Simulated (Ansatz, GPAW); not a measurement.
**STM contrast on Ba(100) monolayer**

What would a tunnelling microscope show on Ba(100) monolayer?

Method: Ansatz plane waves; slab in vacuum with a dipole correction, relaxation; PAW set soft_1, in the first sound run; inputs show where later runs differ, in GPAW 26.7.0 and Ansatz 0.2.0.

This is a report of a sequence of runs, with most program output left out.

## Step 1: The starting structure

The cell holds 1 atom: 1 Ba. Cell: a = 5.020 Å, b = 5.020 Å, c = 18.000 Å, α = 90.0°, β = 90.0°, γ = 90.0°. Vacuum lies along c.

## Step 2: Relaxation

The atoms are relaxed first, since the surface dipole, and with it the work function, follows the positions of the outer layers.

input.yaml

```yaml
crystal:
  lattice:
    - [5.02, 0.0, 0.0]
    - [0.0, 5.02, 0.0]
    - [0.0, 0.0, 18.0]
  atoms:
    - { symbol: Ba, position: [0.5, 0.5, 0.5] }
kpoints:
  mp_grid: { grid: [6, 6, 1] }
hamiltonian:
  xc: pbe
  pseudopotentials: { kind: paw, azcp: { folder: soft_1 } }
scf:
  occupations: { method: fermi_dirac, width: 0.1 }
efield:
  axis: 3
  dipole_correction: true
  ramp_width: 0.05
relax:
  f_tol: 0.02
  max_steps: 60
output:
  write_potential: true
  write_density: true
  volumetric_format: npy
```

On the command line:

```sh
> ansatz run input.yaml --threads 4 --pin off --max-ram 8192MiB --backend cpu --events-out ev --progress --plain --runs-dir out
```

The job ended after 2 s (4 threads of Arm Neoverse V2, shared host; peak memory 0.61 GiB).

The forces vanish from the start, and no atom moves.

Numbers from this step:

| Quantity | Value |
| --- | --- |
| free energy | -5948.6089 eV |
| smearing term TS | 0.07928 eV |
| gap by band count | 0.1651 eV |
| symmetry operations | 8 |
| upper work function | 2.369 eV |
| lower work function | 2.369 eV |
| dipole along the normal | -1.32e-5 e·Å |
| dipole field | -5.27e-6 V/Å |
| vacuum level above | 1.321 eV |
| vacuum level below | 1.321 eV |

Table of electrostatic potential energy of an electron (with the applied field's), less the Fermi level, planar mean by z:

z (Å), electrostatic potential energy of an electron (with the applied field's), less the Fermi level, planar mean (eV) and a bar from the least value:
```
        0       2.37 ##############################
        1       2.37 ##############################
        2       2.37 ##############################
        3       2.37 ##############################
        4       2.37 ##############################
        5       2.35 ##############################
        6       2.24 ##############################
        7       1.71 ############################
        8      -0.87 ###################
        9      -6.76 
       10      -0.87 ###################
       11       1.71 ############################
       12       2.24 ##############################
       13       2.35 ##############################
       14       2.37 ##############################
       15       2.37 ##############################
       16       2.37 ##############################
       17       2.37 ##############################
```

Table of valence density, planar mean by z:

z (Å), valence density, planar mean (e/Å³) and a bar:
```
      3.0      0.000 
      3.5      0.000 
      4.0      0.000 
      4.5      0.000 
      5.0      0.000 
      5.5      0.001 
      6.0      0.002 
      6.5      0.004 #
      7.0      0.008 #
      7.5      0.020 ###
      8.0      0.073 ##########
      8.5      0.184 ##########################
      9.0      0.210 ##############################
      9.5      0.184 ##########################
     10.0      0.073 ##########
     10.5      0.020 ###
     11.0      0.008 #
     11.5      0.004 #
     12.0      0.002 
     12.5      0.001 
     13.0      0.000 
     13.5      0.000 
     14.0      0.000 
     14.5      0.000 
     15.0      0.000
```

## Step 3: Plane waves, PBE

The work function is the vacuum plateau of the electrostatic potential less the Fermi level; a dipole layer lets the two faces have plateaus of their own.

This step: GPAW, PAW setups; slab in vacuum (GPAW 26.7.0).

run.py

```python
import json
import numpy as np
from ase import Atoms
from ase.dft.stm import STM
from gpaw import GPAW, PW

slab = Atoms(
    ['Ba'],
    positions=[
        [2.51000, 2.51000, 9.00000]],
    cell=[[5.02, 0.0, 0.0], [0.0, 5.02, 0.0], [0.0, 0.0, 18.0]],
    pbc=[True, True, False])

slab.calc = GPAW(mode=PW(400), xc='PBE', kpts={'size': (6, 6, 1), 'gamma': True},
                 occupations={'name': 'fermi-dirac', 'width': 0.1}, nbands='160%',
                 convergence={'density': 1e-05}, maxiter=200,
                 poissonsolver={'dipolelayer': 'xy'},
                 symmetry={'tolerance': 1e-3}, txt='slab.txt')
result = {}
energy = slab.get_potential_energy()
fermi = slab.calc.get_fermi_level()
v = slab.calc.get_electrostatic_potential().mean((0, 1)) - fermi
n = slab.calc.get_pseudo_density().mean((0, 1))
L = slab.cell[2, 2]
z = np.arange(len(v)) * L / len(v)
low, high = slab.positions[:, 2].min(), slab.positions[:, 2].max()
below, above = np.interp([low - 6.8, high + 6.8], z, v)
slopes = [np.interp(x, z, np.gradient(v, z)) for x in (low - 6.8, high + 6.8)]
eps = np.array([[slab.calc.get_eigenvalues(k, s) for k in range(len(slab.calc.get_ibz_k_points()))]
                for s in range(slab.calc.get_number_of_spins())]) - fermi
top, bottom = eps[eps < 0].max(), eps[eps > 0].min()
dipole = slab.get_dipole_moment()[2]
print(f'energy {energy:.4f} eV, Fermi level {fermi:.4f} eV, dipole {dipole:.5f} e A')
print(f'potential 6.8 A off the faces, from the Fermi level: lower {below:.4f} eV, upper {above:.4f} eV')
print(f'slope of the potential there: lower {slopes[0]:.5f}, upper {slopes[1]:.5f} eV/A')
print(f'nearest levels on the mesh: {top:.4f} and {bottom:.4f} eV')
print('magnetic moment', round(slab.get_magnetic_moment(), 3))
result.update(energy=energy, fermi=fermi, dipole=dipole, below=below, above=above, slopes=slopes, edges=[top, bottom],
              z=z.tolist(), v=v.tolist(), n=n.tolist(), positions=slab.positions.tolist(),
              forces=slab.get_forces(apply_constraint=False).tolist(), moments=slab.get_magnetic_moments().tolist())

# Images need the states of the whole zone, up to time reversal
slab.calc = slab.calc.fixed_density(symmetry={'point_group': False}, txt='states.txt', nbands='250%',
                                    convergence={'bands': 'CBM+1.8'})
stm = STM(slab)
result['stm'] = []
for bias in [-2.0, -1.0, 1.5]:
    height = high + 4.0
    current = stm.get_averaged_current(bias, height)
    x, y, h = stm.scan(bias, current)
    i, f = divmod(height / L * stm.ldos.shape[2], 1)
    I = abs((1 - f) * stm.ldos[:, :, int(i)] + f * stm.ldos[:, :, int(i) + 1])
    print(f'bias {bias} V: mean current at 4.0 A {current:.4e}, corrugation {np.ptp(h):.4f} A')
    result['stm'].append(dict(bias=bias, current=current, h=(h - high).tolist(), I=I.tolist()))
json.dump(result, open('result.json', 'w'))
```

On the command line:

```sh
> OMP_NUM_THREADS=1 OPENBLAS_NUM_THREADS=1 python run.py
```

The job ended after 48 s (1 thread; peak memory 0.29 GiB).

This step gave:

* dipole along the normal: 2.75e-7 e·Å
* levels nearest the Fermi level on the mesh: -0.02741, 0.1376 eV from the Fermi level
* upper work function: 2.371 eV
* lower work function: 2.371 eV
* corrugation -2: 0.3275 Å
* corrugation -1: 0.3774 Å
* corrugation 1.5: 0.7171 Å

Table of electrostatic potential energy of an electron (without an applied field's), less the Fermi level, planar mean by z:

```tsv
z (Å)	electrostatic potential energy of an electron (without an applied field's), less the Fermi level, planar mean (eV)
0	2.37
1	2.37
2	2.37
3	2.37
4	2.37
5	2.35
6	2.25
7	1.72
8	-0.855
9	-12.6
10	-0.855
11	1.72
12	2.25
13	2.35
14	2.37
15	2.37
16	2.37
17	2.37
```

Table of pseudo valence density, planar mean by z:

```tsv
z (Å)	pseudo valence density, planar mean (e/Å³)
0.00	2.7e-7
0.64	0
1.29	6.0e-7
1.93	1.1e-6
2.36	2.8e-6
3.00	1.0e-5
3.64	3.3e-5
4.29	1.1e-4
4.93	3.3e-4
5.57	9.9e-4
6.21	0.00275
6.64	0.00514
7.29	0.0131
7.93	0.0586
8.57	0.210
9.21	0.195
9.86	0.107
10.50	0.0195
11.14	0.00692
11.57	0.00379
12.21	0.00141
12.86	4.8e-4
13.50	1.6e-4
14.14	4.9e-5
14.79	1.5e-5
15.43	4.6e-6
15.86	2.2e-6
16.50	4.1e-7
17.14	3.9e-7
17.79	0
```

Tip height over the top atom over a1 and a2. Sample bias -2 V, constant current at the mean current 4.0 Å over the top atom.

Ten even steps from '0' (3.82 Å) to '9' (4.15 Å):
```
000012233444544433221000
000112334455555443321100
001122344555555544322110
111223445556665554432211
122234455666666655443222
223344556677777665544332
333445566777877766554433
334455667788888776655443
444556677889998877665544
445556778899999887765554
445566778999999987766554
455566788999999988766555
445566778999999987766554
445556778899999887765554
444556677889998877665544
334455667788888776655443
333445566777877766554433
223344556677777665544332
122234455666666655443222
111223445556665554432211
001122344555555544322110
000112334455555443321100
000012233444544433221000
000011233444444433211000
```
Columns: a1 from 0 to 0.958; rows upwards: a2 from 0 to 0.958.

Local density of states summed over the bias window over a1 and a2. Sample bias -2 V, constant height 4.0 Å over the top atom.

Values in units of 1e-4 arbitrary, 12 rows by 16 columns, each cell a mean:
```
1.3 1.4 1.4 1.5 1.6 1.6 1.7 1.7 1.7 1.7 1.7 1.6 1.5 1.4 1.4 1.3
1.4 1.4 1.5 1.5 1.6 1.7 1.8 1.8 1.8 1.8 1.8 1.7 1.6 1.5 1.4 1.4
1.5 1.5 1.6 1.6 1.7 1.8 1.9 2.0 2.0 1.9 1.9 1.8 1.7 1.6 1.5 1.5
1.6 1.6 1.7 1.8 1.9 2.0 2.1 2.1 2.1 2.1 2.0 1.9 1.8 1.7 1.7 1.6
1.7 1.7 1.8 1.9 2.0 2.1 2.2 2.2 2.3 2.2 2.1 2.1 1.9 1.8 1.7 1.7
1.7 1.7 1.8 1.9 2.0 2.1 2.2 2.3 2.3 2.3 2.2 2.1 2.0 1.9 1.8 1.7
1.7 1.7 1.8 1.9 2.0 2.1 2.2 2.3 2.3 2.3 2.2 2.1 2.0 1.9 1.8 1.7
1.6 1.7 1.7 1.8 1.9 2.0 2.1 2.2 2.2 2.2 2.1 2.0 1.9 1.8 1.7 1.7
1.5 1.6 1.6 1.7 1.8 1.9 2.0 2.0 2.0 2.0 2.0 1.9 1.8 1.7 1.6 1.6
1.4 1.5 1.5 1.6 1.7 1.8 1.8 1.9 1.9 1.9 1.8 1.7 1.6 1.6 1.5 1.5
1.4 1.4 1.4 1.5 1.6 1.7 1.7 1.8 1.8 1.8 1.7 1.6 1.5 1.5 1.4 1.4
1.3 1.3 1.4 1.5 1.5 1.6 1.7 1.7 1.7 1.7 1.6 1.6 1.5 1.4 1.4 1.3
```
Columns: a1 from 0 to 0.958; rows upwards: a2 from 0 to 0.958.

Tip height over the top atom over a1 and a2. Sample bias -1 V, constant current at the mean current 4.0 Å over the top atom.

Ten even steps from '0' (3.81 Å) to '9' (4.18 Å):
```
000011233344444333211000
000012233444444433221000
000112334455555443321100
111123344555555544332111
112233455566666555433221
222334556667776665543322
233345566777777766554333
333445667788888776654433
334455677889998877655443
444556678899999887665544
444556778999999987765544
444556778999999987765544
444556778999999987765544
444556678899999887665544
334455677889998877655443
333445667788888776654433
233345566777777766554333
222334556667776665543322
112233455566666555433221
111123344555555544332111
000112334455555443321100
000012233444444433221000
000011233344444333211000
000011223344444332211000
```
Columns: a1 from 0 to 0.958; rows upwards: a2 from 0 to 0.958.

Local density of states summed over the bias window over a1 and a2. Sample bias -1 V, constant height 4.0 Å over the top atom.

Ten even steps from '_' (0.76 × 1e-4 arbitrary) to '@' (1.48 × 1e-4 arbitrary):
```
__________....::::--------------::::....________
________....::::::--------------::::::....______
______......::::----==========----::::......____
____......::::----======++======----::::......__
........::::--====++++++++++++++====--::::......
....::::::--====++++**********++++====--::::::..
::::::::--====++****##########****++====--::::::
::::::----==++****####%%%%%%####****++==----::::
::------==++++**##%%%%%%%%%%%%%%##**++++==------
------====++**####%%@@@@@@@@@@%%####**++====----
------====++**##%%%%@@@@@@@@@@%%%%##**++====----
------==++++**##%%%%@@@@@@@@@@%%%%##**++++==----
------====++**##%%%%@@@@@@@@@@%%%%##**++====----
------====++**####%%@@@@@@@@@@%%####**++====----
::------==++++**##%%%%%%%%%%%%%%##**++++==------
::::::----==++****####%%%%%%####****++==----::::
::::::::--====++****##########****++====--::::::
....::::::--====++++**********++++====--::::::..
........::::--====++++++++++++++====--::::......
____......::::----======++======----::::......__
______......::::----==========----::::......____
________....::::::--------------::::::....______
__________....::::--------------::::....________
__________....::::::----------::::::....________
```
Columns: a1 from 0 to 0.958; rows upwards: a2 from 0 to 0.958.

Tip height over the top atom over a1 and a2. Sample bias 1.5 V, constant current at the mean current 4.0 Å over the top atom.

Ten even steps from '0' (3.55 Å) to '9' (4.26 Å):
```
000122344556665544322100
001123345566666554332110
111223455666666655432211
122234456667776665443222
223344566777777766544332
333445667778887776654433
444556677888888877665544
445566778889998887766554
555667788999999988776655
556667788999999988776665
566677889999999998877666
666677889999999998877666
566677889999999998877666
556667788999999988776665
555667788999999988776655
445566778889998887766554
444556677888888877665544
333445667778887776654433
223344566777777766544332
122234456667776665443222
111223455666666655432211
001123345566666554332110
000122344556665544322100
000112344555655544321100
```
Columns: a1 from 0 to 0.958; rows upwards: a2 from 0 to 0.958.

Local density of states summed over the bias window over a1 and a2. Sample bias 1.5 V, constant height 4.0 Å over the top atom.

Ten even steps from '_' (0.94 × 1e-3 arbitrary) to '@' (2.29 × 1e-3 arbitrary):
```
________....::::------======------::::....______
________....::::----==========----::::....______
______....::::----==============----::::....____
__........::----====++++++++++====----::........
......::::----====++++++**++++++====----::::....
..::::::----====++**************++====----::::::
::::::----====++****##########****++====----::::
--------====++****####%%%%%%####****++====------
------====++****##%%%%%%@@%%%%%%##****++====----
----====++++**####%%@@@@@@@@@@%%####**++++====--
========++++**##%%%%@@@@@@@@@@%%%%##**++++======
========++****##%%@@@@@@@@@@@@@@%%##****++======
========++++**##%%%%@@@@@@@@@@%%%%##**++++======
----====++++**####%%@@@@@@@@@@%%####**++++====--
------====++****##%%%%%%@@%%%%%%##****++====----
--------====++****####%%%%%%####****++====------
::::::----====++****##########****++====----::::
..::::::----====++**************++====----::::::
......::::----====++++++**++++++====----::::....
__........::----====++++++++++====----::........
______....::::----==============----::::....____
________....::::----==========----::::....______
________....::::------======------::::....______
__________....::------======------::....________
```
Columns: a1 from 0 to 0.958; rows upwards: a2 from 0 to 0.958.

The potential is flat to 2.2e-4 eV/Å where it is read, so the vacuum is wide enough. The geometry is the other program's minimum; here the largest force on a free atom is 0 eV/Å.

## Step 4: A second plane-wave code

A second program with its own datasets checks the number independently.

This step: Ansatz plane waves; slab in vacuum with a dipole correction; PAW set soft_1 (Ansatz 0.2.0).

input.yaml: that of step 2 with these lines changed.

```diff
@@ -18,6 +18,4 @@
   ramp_width: 0.05
-relax:
-  f_tol: 0.02
-  max_steps: 60
 output:
+  forces: true
   write_potential: true
```

On the command line:

```sh
> ansatz run input.yaml --threads 4 --pin off --max-ram 8192MiB --backend cpu --events-out ev --progress --plain --runs-dir out
```

Wall time 1.6 s (4 threads); peak memory 0.63 GiB.

Numbers from this step:

```
upper work function     : 2.369 eV
lower work function     : 2.369 eV
dipole along the normal : -1.32e-5 e·Å
```

(Part 1 of 2 ends here.)

[Logs are printed without paths, hosts, clocks, repeated set-up lines and the standing remarks that a program may print on its own settings, such as how far it seeks lower states.]

[Hosts, paths, dates, database ids (printed as entryN), source tags and the programs' standing remarks are cut or masked in the printed files.]
